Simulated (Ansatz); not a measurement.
HfIN (layers cut from the bulk crystal), computed twice by G0W0.

The cell holds 6 atoms: 2 I, 2 Hf and 2 N. Cell: a = 3.641 Å, b = 3.641 Å, c = 36.900 Å, α = 90.0°, β = 90.0°, γ = 120.0°. It derives from HfIN. Vacuum lies along c.

```xyz
6
Lattice="3.6411 0.0000 0.0000 -1.8206 3.1533 0.0000 0.0000 0.0000 36.9000" Properties=species:S:1:pos:R:3
I     1.4944    1.2394   15.0140
Hf   -0.3261    2.2905   17.1854
N     3.3150    0.1883   17.5812
N    -0.3261    2.2905   19.3188
Hf    3.3150    0.1883   19.7146
I     1.4944    1.2394   21.8860
```

The structure was relaxed with PBEsol-D3(BJ). The runs that relaxed it are not among those shown. Spin-orbit coupling is left out unless a run names it.

The first (Ansatz 0.2.0; start PBEsol, 6×6×1 mesh, 504 empty bands, screening to 65 eV, PAW set soft_1 files; 1 × NVIDIA H100 80GB HBM3 (shared by 6 runs) with 2 threads of AMD EPYC 7R13 (Zen 3), shared host) gave, on its mesh: starting gap 0.88 eV, G0W0 gap 2.37 eV, mean of 1 + 4πα/V (set by the cell height) 2.30, 58 s.

The second gave: starting gap 0.88 eV, G0W0 gap 2.27 eV, mean of 1 + 4πα/V (set by the cell height) 2.33, 25 s.

What was changed in the input? Choose among start, files, mesh, bands and cutoff, frequency model or another key.

Changed: empty bands from 504 to 207 and screening cutoff (eV) from 65.0 to 36. The starting gap stayed, which rules out the functional and points to the GW step. Other changes could give like numbers; this is the one that was made.

Limits: not at the basis limit; coarse mesh for a sheet; no spin-orbit coupling.

[Paths, hosts, dates, memory and timing lines, banners, echoed tables and standing remarks are left out of the program output.]

[Logs are printed without paths, hosts, clocks, repeated set-up lines and the standing remarks that a program may print on its own settings, such as how far it seeks lower states.]

[Runs of the session that timed out or met a known fault of the program may be left out.]

[Cells called generated may have been cut or substituted from an entry of the Crystallography Open Database or the Materials Project.]

[Hosts, paths, dates, database ids (printed as entryN), source tags and the programs' standing remarks are cut or masked in the printed files.]
